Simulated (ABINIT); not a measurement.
# Quasiparticle gap of PbIF (P4/nmm) in ABINIT

How does a plane-wave GW calculation on PbIF (P4/nmm) run from the first input to the gap?

Calculated with ABINIT 10.8.3; LDA and many-body steps on it, plane waves.

## (1) Set-up

Symmetry: P4/nmm, No. 129, tetragonal system. The conventional cell has a = 4.237 Å, b = 4.237 Å, c = 8.800 Å, α = 90.00°, β = 90.00°, γ = 90.00°. Pb has 4 F at 2.56 Å and 4 I at 3.36 Å nearest. Nearest to I lie 4 Pb at 3.36 Å. Nearest to F lie 4 Pb at 2.56 Å. Farther neighbours and most contacts between anions are not listed.

The cell and positions come from the Crystallography Open Database and are kept as given unless a step says otherwise. Spin-orbit coupling is left out unless a step names it.

## (2) Ground state

This step: ABINIT 10.8.3; DFT, LDA, plane waves, norm-conserving pseudopotentials.

The ground-state density comes first.

run.abi

```
acell 3*1.0 Angstrom
rprim 
  4.237400000000 0.000000000000 0.000000000000
  0.000000000000 4.237400000000 0.000000000000
  0.000000000000 0.000000000000 8.800000000000
ntypat 3
znucl 82 53 9
natom 6
typat 1 1 2 2 3 3
xred 
  0.500000000000 0.000000000000 0.163920000000
  0.000000000000 0.500000000000 0.836080000000
  0.500000000000 0.000000000000 0.662970000000
  0.000000000000 0.500000000000 0.337030000000
  0.000000000000 0.000000000000 0.000000000000
  0.500000000000 0.500000000000 0.000000000000
pp_dirpath "pseudos"
pseudos "Pb.upf, I.upf, F.upf"
ecut 36
ngkpt 4 4 2
nshiftk 1
shiftk 0 0 0
kptopt 1
chksymbreak 0
nband 53
occopt 1
tolvrs 1e-08
nstep 60
prtwf 0
optforces 0
optstress 0
indata_prefix "in"
outdata_prefix "out"
tmpdata_prefix "tmp"
```

On the command line:

```
$ OMP_NUM_THREADS=1 mpirun -n 8 abinit run.abi > log
```

Numbers of over 12 decimals in the logs are rounded to 6 here.

Log:

```text
.Version 10.8.3 of ABINIT. v10.8.2 released Aug 2026.

 Symmetries : space group P4/n m m (#129); Bravais tP (primitive tetrag.)
================================================================================
 Values of the parameters that define the memory need of the present run
     intxc =       0    ionmov =       0      iscf =       7    lmnmax =       6
     lnmax =       6     mgfft =      90  mpssoang =       3    mqgrid =    4492
     natom =       6  nloc_mem =       1    nspden =       1   nspinor =       1
    nsppol =       1      nsym =      16    n1xccc =    2501    ntypat =       3
    occopt =       1   xclevel =       1
-    mband =          53        mffmem =           1         mkmem =           2
       mpw =       11022          nfft =      182250          nkpt =          12
================================================================================
  Rough estimation (10% accuracy) of disk space for files :
================================================================================

--------------------------------------------------------------------------------
------------- Echo of variables that govern the present computation ------------
--------------------------------------------------------------------------------
 -outvars: echo values of preprocessed input variables --------
            acell      1.8897261259E+00  1.8897261259E+00  1.8897261259E+00 Bohr

      chksymbreak           0
             ecut      3.60000000E+01 Hartree
-          fftalg         312

              ixc       -1012
              kpt      0.00000000E+00  0.00000000E+00  0.00000000E+00
                       2.50000000E-01  0.00000000E+00  0.00000000E+00
                       5.00000000E-01  0.00000000E+00  0.00000000E+00
                       2.50000000E-01  2.50000000E-01  0.00000000E+00
                       5.00000000E-01  2.50000000E-01  0.00000000E+00
                       5.00000000E-01  5.00000000E-01  0.00000000E+00
                       0.00000000E+00  0.00000000E+00  5.00000000E-01
                       2.50000000E-01  0.00000000E+00  5.00000000E-01
                       5.00000000E-01  0.00000000E+00  5.00000000E-01
                       2.50000000E-01  2.50000000E-01  5.00000000E-01
                       5.00000000E-01  2.50000000E-01  5.00000000E-01
[...]
kptrlatt        4    0    0      0    4    0      0    0    2
          kptrlen      3.20301019E+01
P           mkmem           2
            natom           6
            nband          53
            ngfft          45      45      90
             nkpt          12
            nstep          60
             nsym          16
           ntypat           3
              occ      2.000000  2.000000  2.000000  2.000000  2.000000  2.000000
                       2.000000  2.000000  2.000000  2.000000  2.000000  2.000000
                       2.000000  2.000000  2.000000  2.000000  2.000000  2.000000
                       2.000000  2.000000  2.000000  2.000000  2.000000  2.000000
                       2.000000  2.000000  2.000000  2.000000  2.000000  2.000000
                       2.000000  2.000000  2.000000  2.000000  2.000000  2.000000
                       2.000000  2.000000  2.000000  2.000000  2.000000  2.000000
                       2.000000  2.000000  2.000000  2.000000  0.000000  0.000000
                       0.000000  0.000000  0.000000  0.000000  0.000000
        optforces           0
        optstress           0
            prtwf           0
            rprim      4.2374000000E+00  0.0000000000E+00  0.0000000000E+00
[...]
spgroup         129

           tolvrs      1.00000000E-08

             xred      5.0000000000E-01  0.0000000000E+00  1.6392000000E-01
[...]
znucl       82.00000   53.00000    9.00000

================================================================================

 chkinp: Checking input parameters for consistency.

================================================================================
== DATASET  1 ==================================================================
-   mpi_nproc: 8, omp_nthreads: 1 (-1 if OMP is not activated)
-    --> not optimal distribution: autoparal keyword recommended in input file <--

--- !DatasetInfo
iteration_state: {dtset: 1, }
dimensions: {natom: 6, nkpt: 12, mband: 53, nsppol: 1, nspinor: 1, nspden: 1, mpw: 11022, }
cutoff_energies: {ecut:  36.0, pawecutdg:  -1.0, }
electrons: {nelect:   9.20000000E+01, charge:   0.00000000E+00, occopt:   1.00000000E+00, tsmear:   1.00000000E-02, }

 Real(R)+Recip(G) space primitive vectors, cartesian coordinates (Bohr,Bohr^-1):
 R(1)=  8.0075255  0.0000000  0.0000000  G(1)=  0.1248825  0.0000000  0.0000000
 R(2)=  0.0000000  8.0075255  0.0000000  G(2)=  0.0000000  0.1248825  0.0000000
 R(3)=  0.0000000  0.0000000 16.6295899  G(3)=  0.0000000  0.0000000  0.0601338
 Unit cell volume ucvol=  1.0662970E+03 bohr^3
 Angles (23,13,12)=  9.00000000E+01  9.00000000E+01  9.00000000E+01 degrees

 getcut: wavevector=  0.0000  0.0000  0.0000  ngfft=  45  45  90
         ecut(hartree)=     36.000   => boxcut(ratio)=   2.00375

--- Pseudopotential description ------------------------------------------------
- Pb Generated using ONCVPSP code by D. R. Hamann
- 82.00000  22.00000  180309                  znucl, zion, pspdat
[...]
12 -1012 2 -1 1182                            pspcod,pspxc,lmax,lloc,mmax
     nproj     2     2     2
  pspatm : epsatm=   39.11250345
         --- l  ekb(1:nproj) -->
[...]
pspatm: atomic psp has been read  and splines computed

- F Generated using ONCVPSP code by D. R. Hamann
-  9.00000   7.00000  201202                  znucl, zion, pspdat
12 -1012 2 -1 824                             pspcod,pspxc,lmax,lloc,mmax
     nproj     2     2     1
  pspatm : epsatm=    4.94580260
         --- l  ekb(1:nproj) -->
[...]
2   -2.364936
 pspatm: atomic psp has been read  and splines computed

   1.31317291E+04                                ecore*ucvol(ha*bohr**3)
--------------------------------------------------------------------------------

_setup2: Arith. and geom. avg. npw (full set) are   10997.406   10997.386

================================================================================

--- !BeginCycle
iteration_state: {dtset: 1, }
solver: {iscf: 7, nstep: 60, nline: 4, wfoptalg: 0, }
tolerances: {tolvrs: 1.00E-08, }

     iter   Etot(hartree)      deltaE(h)  residm     vres2
 ETOT  1  -715.45359321066    -7.155E+02 2.740E-01 4.723E+02
 ETOT  2  -716.58299589829    -1.129E+00 2.622E-02 1.341E+02
 ETOT  3  -716.60872540711    -2.573E-02 2.257E-03 2.956E+02
 ETOT  4  -716.62432067771    -1.560E-02 5.654E-04 9.835E+01
 ETOT  5  -716.62851797159    -4.197E-03 3.655E-04 1.492E+01
 ETOT  6  -716.62921431518    -6.963E-04 1.417E-04 2.367E-01
 ETOT  7  -716.62922478203    -1.047E-05 1.136E-04 2.412E-01
 ETOT  8  -716.62923417580    -9.394E-06 4.720E-05 3.124E-04
 ETOT  9  -716.62923421332    -3.752E-08 4.179E-05 1.424E-05
 ETOT 10  -716.62923421518    -1.861E-09 4.803E-05 1.083E-06
 ETOT 11  -716.62923421527    -8.720E-11 5.383E-05 2.091E-07
 ETOT 12  -716.62923421527    -1.023E-12 5.981E-05 1.241E-09

 At SCF step   12       vres2   =  1.24E-09 < tolvrs=  1.00E-08 =>converged.

--- !ResultsGS
iteration_state: {dtset: 1, }
comment   : Summary of ground state results
lattice_vectors:
- [  8.0075255,   0.0000000,   0.0000000, ]
- [  0.0000000,   8.0075255,   0.0000000, ]
- [  0.0000000,   0.0000000,  16.6295899, ]
lattice_lengths: [   8.00753,    8.00753,   16.62959, ]
lattice_angles: [ 90.000,  90.000,  90.000, ] # degrees, (23, 13, 12)
lattice_volume:   1.0662970E+03
convergence: {deltae: -1.023E-12, res2:  1.241E-09, residm:  5.981E-05, diffor:  0.000E+00, }
etotal    :  -7.16629234E+02
entropy   :   0.00000000E+00
fermie    :   1.50039206E-01
cartesian_stress_tensor: null
pressure_GPa: null
xred      :
- [  5.0000E-01,   0.0000E+00,   1.6392E-01, Pb]
- [  0.0000E+00,   5.0000E-01,   8.3608E-01, Pb]
- [  5.0000E-01,   0.0000E+00,   6.6297E-01,  I]
- [  0.0000E+00,   5.0000E-01,   3.3703E-01,  I]
- [  0.0000E+00,   0.0000E+00,   0.0000E+00,  F]
- [  5.0000E-01,   5.0000E-01,   0.0000E+00,  F]
cartesian_forces: null
force_length_stats: {min: null, max: null, mean: null, }

 Integrated electronic density in atomic spheres:
 ------------------------------------------------
 Atom  Sphere_radius  Integrated_density
[...]
================================================================================

 ----iterations are completed or convergence reached----

 Mean square residual over all n,k,spin=   13.277E-08; max=  59.813E-06
 reduced coordinates (array xred) for    6 atoms
[...]
0.000000000000      0.500000000000      0.836080000000
       0.500000000000      0.000000000000      0.662970000000
       0.000000000000      0.500000000000      0.337030000000
       0.000000000000      0.000000000000      0.000000000000
       0.500000000000      0.500000000000      0.000000000000
 rms dE/dt=  0.0000E+00; max dE/dt=  0.0000E+00; dE/dt below (all hartree)
    1       0.000000000000      0.000000000000      0.000000000000
    2       0.000000000000      0.000000000000      0.000000000000
    3       0.000000000000      0.000000000000      0.000000000000
    4       0.000000000000      0.000000000000      0.000000000000
    5       0.000000000000      0.000000000000      0.000000000000
    6       0.000000000000      0.000000000000      0.000000000000

 cartesian coordinates (angstrom) at end:
    1      2.118700     0.000000     1.442496
    2      0.000000     2.118700     7.357504
    3      2.118700     0.000000     5.834136
    4      0.000000     2.118700     2.965864
    5      0.000000     0.000000     0.000000
    6      2.118700     2.118700     0.000000
 length scales=  1.889726125908  1.889726125908  1.889726125908 bohr
              =  1.000000000000  1.000000000000  1.000000000000 angstroms
 prteigrs : about to open file out_EIG
 Fermi (or HOMO) energy (hartree) =   0.15004   Average Vxc (hartree)=  -0.37209
 Eigenvalues (hartree) for nkpt=  12  k points:
 kpt#   1, nband= 53, wtk=  0.03125, kpt=  0.0000  0.0000  0.0000 (reduced coord)
  -4.96493   -4.96492   -2.81742   -2.81741   -2.81630   -2.81630   -2.81630   -2.81630
  -1.45570   -1.45569   -1.45565   -1.45564   -1.45468   -1.45468   -1.45466   -1.45466
  -1.45435   -1.45434   -0.66946   -0.65619   -0.44283   -0.44283   -0.44275   -0.44224
  -0.44183   -0.44105   -0.44105   -0.44031   -0.43976   -0.43729   -0.29147   -0.28025
  -0.12746   -0.09622   -0.03213   -0.03213    0.00842    0.01660    0.01660    0.04207
   0.08948    0.10810    0.10810    0.11937    0.11937    0.13852    0.22319    0.26870
   0.33284    0.33284    0.34213    0.34213    0.35275
 prteigrs : prtvol=0 or 1, do not print more k-points.

--- !EnergyTerms
iteration_state     : {dtset: 1, }
comment             : Components of total free energy in Hartree
kinetic             :  2.71556803729210E+02
hartree             :  2.18444933441798E+02
xc                  : -1.38548582523361E+02
Ewald energy        : -3.68694755013308E+02
psp_core            :  1.23152637599453E+01
local_psp           : -6.67388181480638E+02
non_local_psp       : -4.43147161289127E+01
total_energy        : -7.16629234215266E+02
total_energy_eV     : -1.95004748873932E+04
band_energy         : -9.45987529882552E+01

== END DATASET(S) ==============================================================
================================================================================

 -outvars: echo values of variables after computation  --------
           etotal     -7.1662923422E+02
            nband          53
             nkpt          12
          spgroup         129
 [... the other variables as echoed above ...]

 Calculation completed.
```

Wall time 48 s (8 MPI ranks of AMD EPYC 9B14 (Zen 4), shared host); peak memory 0.96 GiB; 6.3 min of CPU time.

This step gave:

* total energy: -19500.4749 eV
* gap: 1.560 eV
* k of the valence top: 0, 0, 0.5
* k of the conduction bottom: 0, 0, 0.5
* least direct gap: 1.560 eV

The gap is direct, at (0.000, 0.000, 0.500).

[end of part 1 of 3]

[Paths, hosts, dates, memory and timing lines, banners, echoed tables and standing remarks are left out of the program output.]

[Logs are printed without paths, hosts, clocks, repeated set-up lines and the standing remarks that a program may print on its own settings, such as how far it seeks lower states.]

[Runs of the session that timed out or met a known fault of the program may be left out.]

[Hosts, paths, dates, database ids (printed as entryN), source tags and the programs' standing remarks are cut or masked in the printed files.]

[G0W0 gaps are taken among the corrected bands and points alone; a level outside them can change the order at an edge.]

[Where Ansatz stands beside ABINIT at settings called matched, ABINIT's density can come from a denser mesh and the files from another edition; pairs whose starting gaps differed by over 0.03 eV were left out, so agreement reads better than it is.]
